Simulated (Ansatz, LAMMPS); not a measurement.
# Relaxing amorphous 14ZrO2-86SiO2 (mol %) (84 atoms), part 3 of 4

Wanted: the relaxed structure of amorphous 14ZrO2-86SiO2 (mol %) (84 atoms) and its electronic structure.

Ansatz 0.2.0; Kohn-Sham DFT, PBE, PAW (set soft_2), plane waves.

The cell: 4 Zr, 24 Si and 56 O. The quench rate of 50 K/ps is orders of magnitude faster than experiment. The starting topology of bonds comes from the classical model. Only the Γ point is sampled in the main run, in a cell whose shortest periodic width is 11 Å.

So far. Step 4 (Cell and atoms relaxed): The relaxation changed the energy by -47.0 meV/atom, and atoms moved by 0.19 Å r.m.s., 0.65 Å at most.

## 6. Single point at the relaxed geometry

One more single point at the end of the walk gives the fuller output and checks the residual forces.

Input file input.yaml:

```yaml
crystal:
  lattice:
    - [10.55062, -0.2017, -0.08017]
    - [-0.2017, 10.79673, -0.19536]
    - [-0.08017, -0.19536, 10.55064]
  atoms:
    - { symbol: Zr, position: [0.54149, 0.30324, 0.12892] }
    - { symbol: Zr, position: [0.50823, 0.22089, 0.69931] }
    - { symbol: Zr, position: [0.80466, 0.93872, 0.39394] }
    - { symbol: Zr, position: [0.66858, 0.51104, 0.79131] }
    - { symbol: Si, position: [0.3204, 0.64551, 0.2074] }
    - { symbol: Si, position: [0.82542, 0.80582, 0.10794] }
    - { symbol: Si, position: [0.38999, 0.26386, 0.4106] }
    - { symbol: Si, position: [0.11451, 0.06212, 0.00838] }
    - { symbol: Si, position: [0.50013, 0.7971, 0.40208] }
    - { symbol: Si, position: [0.98488, 0.52374, 0.59181] }
    - { symbol: Si, position: [0.73419, 0.5083, 0.48017] }
    - { symbol: Si, position: [0.1056, 0.88107, 0.51012] }
    - { symbol: Si, position: [0.99465, 0.29445, 0.72364] }
    - { symbol: Si, position: [0.3954, 0.49944, 0.9536] }
    - { symbol: Si, position: [0.98487, 0.01689, 0.73355] }
    - { symbol: Si, position: [0.47031, 0.90756, 0.80257] }
    - { symbol: Si, position: [0.32493, 0.71376, 0.60872] }
    - { symbol: Si, position: [0.91822, 0.41311, 0.97101] }
    - { symbol: Si, position: [0.30648, 0.99483, 0.33017] }
    - { symbol: Si, position: [0.19203, 0.44609, 0.38192] }
    - { symbol: Si, position: [0.62202, 0.61299, 0.22263] }
    - { symbol: Si, position: [0.38584, 0.02905, 0.0422] }
    - { symbol: Si, position: [0.26852, 0.43726, 0.70563] }
    - { symbol: Si, position: [0.1133, 0.59627, 0.86476] }
    - { symbol: Si, position: [0.78229, 0.24012, 0.34591] }
    - { symbol: Si, position: [0.10304, 0.78323, 0.07808] }
    - { symbol: Si, position: [0.01683, 0.27985, 0.19725] }
    - { symbol: Si, position: [0.7622, 0.82747, 0.81699] }
    - { symbol: O, position: [0.30633, 0.13751, 0.37779] }
    - { symbol: O, position: [0.67203, 0.58347, 0.36256] }
    - { symbol: O, position: [0.96174, 0.30137, 0.87311] }
    - { symbol: O, position: [0.93394, 0.22613, 0.31217] }
    - { symbol: O, position: [0.69706, 0.24632, 0.21839] }
    - { symbol: O, position: [0.9158, 0.39828, 0.64927] }
    - { symbol: O, position: [0.3834, 0.35019, 0.72516] }
    - { symbol: O, position: [0.96045, 0.73345, 0.11565] }
    - { symbol: O, position: [0.82876, 0.92108, 0.21251] }
    - { symbol: O, position: [0.25185, 0.51295, 0.85534] }
    - { symbol: O, position: [0.2871, 0.36406, 0.46681] }
    - { symbol: O, position: [0.14142, 0.34575, 0.69631] }
    - { symbol: O, position: [0.80017, 0.85632, 0.96778] }
    - { symbol: O, position: [0.57973, 0.49618, 0.13736] }
    - { symbol: O, position: [0.75699, 0.11211, 0.42452] }
    - { symbol: O, position: [0.42086, 0.92051, 0.39581] }
    - { symbol: O, position: [0.1416, 0.73165, 0.93351] }
    - { symbol: O, position: [0.47442, 0.70227, 0.26155] }
    - { symbol: O, position: [0.7094, 0.71141, 0.14963] }
    - { symbol: O, position: [0.34716, 0.58746, 0.07025] }
    - { symbol: O, position: [0.37338, 0.8011, 0.73037] }
    - { symbol: O, position: [0.03113, 0.52074, 0.96319] }
    - { symbol: O, position: [0.19426, 0.7638, 0.54518] }
    - { symbol: O, position: [0.03305, 0.04762, 0.87764] }
    - { symbol: O, position: [0.41113, 0.35965, 0.99038] }
    - { symbol: O, position: [0.13401, 0.36505, 0.2609] }
    - { symbol: O, position: [0.44262, 0.71122, 0.5095] }
    - { symbol: O, position: [0.33574, 0.97991, 0.17988] }
    - { symbol: O, position: [0.92679, 0.3665, 0.11476] }
    - { symbol: O, position: [0.09688, 0.93166, 0.07968] }
    - { symbol: O, position: [0.05498, 0.59794, 0.71935] }
    - { symbol: O, position: [0.46134, 0.0442, 0.74332] }
    - { symbol: O, position: [0.95869, 0.15327, 0.67216] }
    - { symbol: O, position: [0.42789, 0.9103, 0.95251] }
    - { symbol: O, position: [0.08617, 0.49666, 0.47951] }
    - { symbol: O, position: [0.61766, 0.86977, 0.7896] }
    - { symbol: O, position: [0.17274, 0.9411, 0.38575] }
    - { symbol: O, position: [0.2621, 0.08852, 0.97413] }
    - { symbol: O, position: [0.21076, 0.74442, 0.18345] }
    - { symbol: O, position: [0.44041, 0.31858, 0.28001] }
    - { symbol: O, position: [0.50023, 0.12972, 0.06093] }
    - { symbol: O, position: [0.5047, 0.56191, 0.86922] }
    - { symbol: O, position: [0.78442, 0.46778, 0.93757] }
    - { symbol: O, position: [0.64589, 0.31617, 0.77519] }
    - { symbol: O, position: [0.29792, 0.56557, 0.63244] }
    - { symbol: O, position: [0.95762, 0.85986, 0.46433] }
    - { symbol: O, position: [0.06981, 0.17015, 0.10631] }
    - { symbol: O, position: [0.85892, 0.92217, 0.73522] }
    - { symbol: O, position: [0.09816, 0.96217, 0.64506] }
    - { symbol: O, position: [0.49938, 0.23593, 0.51258] }
    - { symbol: O, position: [0.64316, 0.50852, 0.60045] }
    - { symbol: O, position: [0.27508, 0.56079, 0.3216] }
    - { symbol: O, position: [0.76646, 0.36872, 0.42961] }
    - { symbol: O, position: [0.64831, 0.83313, 0.41407] }
    - { symbol: O, position: [0.7685, 0.68136, 0.78343] }
    - { symbol: O, position: [0.86803, 0.5882, 0.52147] }
kpoints:
  mp_grid: { grid: [1, 1, 1] }
hamiltonian:
  xc: pbe
scf:
  occupations: { method: fermi_dirac, width: 0.025 }
output:
  forces: true
  stress: true
  populations: true
  dos:
    method: { smearing: { sigma: 0.08 } }
    de: 0.05
    projected: { site_lists: { O: [O], Si: [Si], Zr: [Zr] } }
  eigenvalues: true
  write_density: true
  write_potential: true
  volumetric_format: npy
```

The run is started by

```
$ ansatz run input.yaml --threads 4 --pin off --max-ram 8192MiB --backend cpu --events-out ev --progress --plain --runs-dir out
```

Numbers of over 12 decimals in the logs are rounded to 6 here.

The program printed:

```text
[...]
Crystal: 84 atoms, lattice volume = 1200.939 Å³
Basis set: ecut = 420 eV, 23473 PW (Γ), exchange–correlation on 144×150×144 points (8 copies of the dense FFT grid, shifted against one another)
Bands: 324, of which v1, the nominal top of the filled ones, is band 240 counted from 1 (239 counted from 0)
Symmetry: 1 space group operations
[...]
k-points: 1
[...]
SCF iter   1: F=—  HF=-63863.063965 eV  |F-HF|=—  |Δ(HF+E_count)|=         —  Δρ=2.61e-3  dr2=1.23e-1  ethr=1.77e-3  ⟨swp⟩=5.0  Hψ=1424  notcnv=0  defer=66
[...]
SCF iter  10: F=-63863.048616 eV  HF=-63863.048616 eV  |F-HF|=4.29e-9  |Δ(HF+E_count)|=   7.61e-9  Δρ=1.32e-6  dr2=2.04e-8  ethr=2.08e-11  ⟨swp⟩=19.0  Hψ=2768  notcnv=0
SCF 1 converged in 10 iterations: F = -63863.048616 eV  dr2 = 2.04e-8
[...]
WARN: The input density's exchange-correlation potential varies sharply where the density is thin. Do not read a vacuum level from v_tot or v_xc, or from such a field of the output density. On a cell that repeats whose density bears no net charge and no dipole along the vacuum's axis use v_es (v_loc + v_h of the components); [...]
SCF converged after 10 iterations
Free energy (F): -63863.048616 eV
[...]
Internal energy: -63863.048616 eV  (E = F + TS)
E sigma→0 (E₀):  -63863.048616 eV
Fermi energy:    5.132584 eV
[...]
--- Forces (eV/Å), atoms counted from 1 ---
  atom   1  Zr     0.03472227    -0.02208864     0.01609796
  atom   2  Zr     0.02701406     0.00859693     0.00510092
  atom   3  Zr    -0.01306776     0.00180459     0.00744410
  atom   4  Zr     0.00130719     0.03584745    -0.02664272
  atom   5  Si     0.00661174     0.00551565     0.00814316
  atom   6  Si     0.00679674     0.00207472    -0.00738807
  atom   7  Si    -0.01544350     0.01079588    -0.01828904
  atom   8  Si     0.00106564    -0.00075353     0.00451071
  atom   9  Si    -0.00343728    -0.00376858    -0.00444884
  atom  10  Si    -0.00299744     0.00525256    -0.01049878
  atom  11  Si     0.01204346     0.00152443    -0.01333652
  atom  12  Si    -0.00052147    -0.00758443    -0.00457566
  atom  13  Si    -0.00489166    -0.00183028    -0.00345395
  atom  14  Si    -0.02362407     0.00532749     0.00025783
[...]
atom  83  O     -0.00122041     0.00708175     0.00023357
  atom  84  O     -0.00144574    -0.00298876     0.00539225
  max |Σ_I F_I| component: 6.79e-5 eV/Å
--- Stress (GPa, compression-positive) ---
       -0.014048      -0.008450       0.000648
       -0.008449       0.014531      -0.011968
        0.000648      -0.011967       0.001493
  P = ⅓ Tr σ = 0.0007 GPa (0.007 kbar)
--- Band table (eV) ---
[...]
--- Löwdin populations: 84 sites ---
  site symbol       q [e]
     0     Zr     10.4056
     1     Zr     10.4281
     2     Zr     10.3754
[...]
83      O      6.7684
  spilling = 0.011846 (of n_electrons = 480.000000)
```

Wall time 22 s (4 threads of Arm Neoverse V1, shared host); peak memory 1.4 GiB; 80 s of CPU time.

The program notes that the exchange-correlation potential is rough where the density is thin.

The run gave:

- free energy: -63863.0486 eV
- free energy per atom: -760.2744 eV/atom
- SCF cycles: 10
- pressure: 0.0006586 GPa
- r.m.s. force component: 0.00772 eV/Å
- longest force: 0.04468 eV/Å
- Fermi energy: 5.133 eV
- gap (highest filled to lowest empty level): 4.33 eV
- spilling of the projection: 0.01185

Löwdin charges by element and coordination (they lack the spilled electrons, 0.068 e an atom on average):

```tsv
element	coordination	atoms	mean charge (e)	spread	least	most
O	all	56	-0.766	0.0316	-0.802	-0.650
O	2	54	-0.768	0.031	-0.802	-0.650
O	3	2	-0.723	0.0013	-0.724	-0.721
Si	all	24	1.76	0.0237	1.70	1.80
Zr	all	4	1.59	0.02	1.57	1.62
Zr	4	2	1.60	0.0263	1.57	1.62
Zr	5	2	1.59	0.007	1.58	1.59
```

Density of states as counts of states in windows of 1 eV (from the Fermi level), total and the larger projections:

```tsv
from (eV)	to (eV)	total	O p	Si p	Zr d
-14	-13	0.0	0.0	0.0	0.0
-13	-12	0.5	0.4	0.0	0.0
-12	-11	11.9	7.8	0.5	0.0
-11	-10	12.9	8.8	1.0	0.0
-10	-9	16.8	12.0	2.1	0.1
-9	-8	27.5	21.0	5.2	0.1
-8	-7	21.5	16.4	3.3	0.7
-7	-6	34.9	27.4	3.5	1.5
-6	-5	50.6	43.7	2.9	1.2
-5	-4	72.8	66.0	2.1	2.1
-4	-3	62.7	58.9	0.9	1.3
-3	-2	24.0	22.8	0.3	0.4
-2	2	0.0	0.0	0.0	0.0
2	3	9.4	1.0	0.4	5.6
3	4	24.9	3.1	1.9	14.8
4	5	19.7	2.3	4.3	4.1
```

Between -26 and -14 eV lie 112 more states.

The stored curve holds about 448 of the 480 electrons; the rest, give or take the few that broadening carries across the Fermi level, lie in deeper levels below its range.

The levels nearest the highest filled one (over half full), pooled over k-points and spins:

```tsv
level less the highest filled one (eV)	occupation
-0.527	2
-0.497	2
-0.452	2
-0.417	2
-0.283	2
0	2
4.33	0
4.59	0
4.84	0
4.92	0
5.18	0
5.23	0
```

Valence density in the ac plane at fractional y = 0.508, with atoms of Zr and Si and O within 0.2 Å of it. It is the smooth field of the valence electrons, not physical close to the nuclei.

Values in e/Å³, 13 rows by 16 columns, each cell a mean:
```
5.2 2.2 0.2 0.3 0.5 0.3 0.1 0.4 0.4 0.1 0.1 0.5 2.5 1.3 0.3 1.2
0.7 0.5 0.4 2.9 4.5 0.8 0.3 1.1 1.4 0.5 1.1 1.1 1.0 0.5 0.1 0.2
0.1 0.2 0.2 1.4 2.2 0.4 0.1 0.3 0.5 1.2 3.7 3.2 0.5 0.1 0.0 0.0
0.3 0.3 0.1 0.2 0.5 0.3 0.1 0.0 0.1 0.4 1.9 1.4 0.2 0.0 0.1 0.2
0.3 0.2 0.1 0.3 1.3 1.0 0.1 0.0 0.1 1.1 3.4 1.0 0.1 0.1 0.2 0.3
0.5 0.8 0.3 0.1 0.5 0.3 0.1 0.0 0.1 1.4 4.3 1.4 0.3 0.3 0.5 0.2
1.6 5.2 1.7 0.2 0.1 0.0 0.0 0.0 0.0 0.1 0.4 0.3 0.3 0.5 0.4 0.3
0.5 1.6 0.8 0.3 0.3 0.1 0.0 0.0 0.0 0.1 0.4 0.4 0.2 0.1 0.1 0.1
0.0 0.1 0.2 0.8 1.7 0.5 0.1 0.0 0.0 0.1 0.5 0.4 0.1 0.0 0.0 0.0
0.0 0.0 0.1 0.3 0.7 0.3 0.0 0.0 0.1 0.2 0.2 0.1 0.0 0.0 0.0 0.0
0.0 0.0 0.0 0.0 0.1 0.1 0.0 0.1 1.1 3.1 0.9 0.1 0.0 0.0 0.0 0.0
0.0 0.0 0.0 0.0 0.1 0.3 0.2 0.1 1.4 4.1 1.0 0.1 0.0 0.0 0.0 0.0
1.5 0.6 0.1 0.0 0.2 0.5 0.4 0.2 0.2 0.2 0.1 0.1 0.3 0.2 0.1 0.4
```
Columns run along a (10.6 Å), rows up along c (10.6 Å). Atoms in or near the plane, at fractional coordinates: Zr at (0.67, 0.79), Si at (0.98, 0.59), Si at (0.73, 0.48), Si at (0.40, 0.95), O at (0.25, 0.86), O at (0.58, 0.14), O at (0.03, 0.96), O at (0.09, 0.48), O at (0.64, 0.60).

Electrostatic potential energy in the ac plane at fractional y = 0.508, with atoms of Zr and Si and O within 0.2 Å of it. With pseudopotentials it is smooth inside the atoms' cores, unlike the true potential.

Ten even steps from '0' (-50 eV) to '9' (10 eV), each cell a mean:
```
103899998720016899999985588885
325889877730026899999963479887
877788522564466578866777799999
987777301588887677410268999999
998888644789999986100037899999
999988877789999986200047899999
999998765689999998643478999999
788998865689999999877889999877
257999885589999999424899998741
027899998899999998201689998610
146899999999999999634556888630
642269999999999999974001688876
841158889999999999973000589999
975566678999999999986223789999
999864367999999999998778899999
999875555799999999999999999999
999988865799999999999999999999
999999998999999999899999999999
999999999999999998889999999999
999999999999999953479999999999
999999999999999830269999999999
999999999999999964589999999999
999999999988889999999999999999
557999999863257999999999998888
```
Columns run along a (10.6 Å; values clipped at the 3rd and 97th percentile), rows up along c (10.6 Å). Atoms in or near the plane, at fractional coordinates: Zr at (0.67, 0.79), Si at (0.98, 0.59), Si at (0.73, 0.48), Si at (0.40, 0.95), O at (0.25, 0.86), O at (0.58, 0.14), O at (0.03, 0.96), O at (0.09, 0.48), O at (0.64, 0.60).

Mean Löwdin charges: O -0.77, Si +1.76, Zr +1.59 e (they miss 1.2 % of the electrons, so they add up to more than the cell's charge). The largest share in the top eV of filled states is O p (96 % of the projected weight), and in the lowest eV of empty states Zr d (66 % of the projected weight).

A closer look about O72, whose charge lies farthest from its element's mean: 12 atoms, nearest first, numbered in the order of the input, with positions taken from that point.

```tsv
atom	x	y	z	distance (Å)	bonds	Löwdin charge (e)
O72	0.00	0.00	0.00	0.00	2	-0.65
Zr2	-1.43	-0.99	-0.77	1.90	4	1.57
Zr4	0.20	2.10	0.13	2.11	5	1.58
O71	1.42	1.58	1.67	2.70	2	-0.75
O79	-0.05	2.11	-1.88	2.83	2	-0.74
O35	-2.77	0.43	-0.51	2.85	2	-0.72
O70	-1.55	2.66	0.96	3.22	2	-0.73
O78	-1.51	-0.79	-2.74	3.23	2	-0.72
O34	2.84	0.86	-1.37	3.27	2	-0.78
O53	-2.50	0.47	2.28	3.42	2	-0.78
O60	-1.89	-2.89	-0.27	3.47	2	-0.78
O31	3.33	-0.24	1.01	3.49	2	-0.79
```

The column of bonds counts only the pairs O-Si within 2.16 Å, O-Zr within 2.82 Å; other neighbours, such as metal atoms beside each other in a compound, aren't counted, and periodic images can show an atom twice.

## 7. K-mesh 2×2×2

A denser mesh tests the sampling of the Brillouin zone.

Changes to input.yaml since step 6:

```diff
@@ -8,3 +8,3 @@
 kpoints:
-  mp_grid: { grid: [1, 1, 1] }
+  mp_grid: { grid: [2, 2, 2] }
 hamiltonian:
@@ -22,4 +22 @@
   eigenvalues: true
-  write_density: true
-  write_potential: true
-  volumetric_format: npy
```

The program printed:

```text
[...]
Crystal: 84 atoms, lattice volume = 1200.939 Å³
Basis set: ecut = 420 eV, 23473 PW (Γ), exchange–correlation on 144×150×144 points (8 copies of the dense FFT grid, shifted against one another)
Bands: 324, of which v1, the nominal top of the filled ones, is band 240 counted from 1 (239 counted from 0)
Symmetry: 1 space group operations
[...]
k-points: 8
[...]
SCF iter   1: F=—  HF=-63863.114492 eV  |F-HF|=—  |Δ(HF+E_count)|=         —  Δρ=2.62e-3  dr2=1.25e-1  ethr=1.77e-3  ⟨swp⟩=5.1  Hψ=11388  notcnv=0  defer=530
[...]
SCF iter   9: F=—  HF=-63863.097839 eV  |F-HF|=—  |Δ(HF+E_count)|=   4.77e-7  Δρ=4.19e-6  dr2=1.86e-7  ethr=1.40e-10  ⟨swp⟩=2.0  Hψ=3412  notcnv=0  defer=639
SCF iter  10: F=-63863.097839 eV  HF=-63863.097839 eV  |F-HF|=5.46e-9  |Δ(HF+E_count)|=   6.00e-9  Δρ=1.32e-6  dr2=2.06e-8  ethr=2.08e-11  ⟨swp⟩=14.9  Hψ=15137  notcnv=0
SCF 1 converged in 10 iterations: F = -63863.097839 eV  dr2 = 2.06e-8
[...]
SCF converged after 10 iterations
Free energy (F): -63863.097839 eV
[...]
Internal energy: -63863.097839 eV  (E = F + TS)
E sigma→0 (E₀):  -63863.097839 eV
Fermi energy:    5.153722 eV
[...]
Σ components = -63863.097839   (vs F -63863.097839, Δ=0.00e0)
--- Forces (eV/Å), atoms counted from 1 ---
  atom   1  Zr     0.04935794    -0.02447799     0.01897380
  atom   2  Zr     0.02182068     0.00865936     0.00753159
  atom   3  Zr     0.00544712    -0.00682902     0.01974961
  atom   4  Zr     0.00961940     0.02825370    -0.03626507
[...]
atom  84  O     -0.00048949    -0.00361903     0.00340737
  max |Σ_I F_I| component: 6.88e-5 eV/Å
--- Stress (GPa, compression-positive) ---
       -0.018037      -0.009346      -0.000561
       -0.009345       0.021771      -0.012817
       -0.000561      -0.012816       0.002899
  P = ⅓ Tr σ = 0.0022 GPa (0.022 kbar)
--- Band table (eV; the first three rows and the last of 8) ---
[...]
--- Löwdin populations: 84 sites ---
  site symbol       q [e]
     0     Zr     10.4058
     1     Zr     10.4301
     2     Zr     10.3773
[...]
83      O      6.7686
  spilling = 0.011845 (of n_electrons = 480.000000)
```

Wall time 2.9 min (4 threads); peak memory 6 GiB.

The program notes that it cut back its work space to fit the memory limit.

Geometry and reference: those of the single point at the relaxed geometry.

Forces differ from those of the single point at the relaxed geometry by 4.6 meV/Å r.m.s.; the energy by -0.59 meV/atom and the gap by -0.0068 eV. It took 2.9 min and 10 cycles; the reference's time can't be set against it, since the two runs asked for unlike analyses.

(Part 3 of 4 ends here.)

[Logs are printed without paths, hosts, clocks, repeated set-up lines and the standing remarks that a program may print on its own settings, such as how far it seeks lower states.]

[Hosts, paths, dates, database ids (printed as entryN), source tags and the programs' standing remarks are cut or masked in the printed files.]
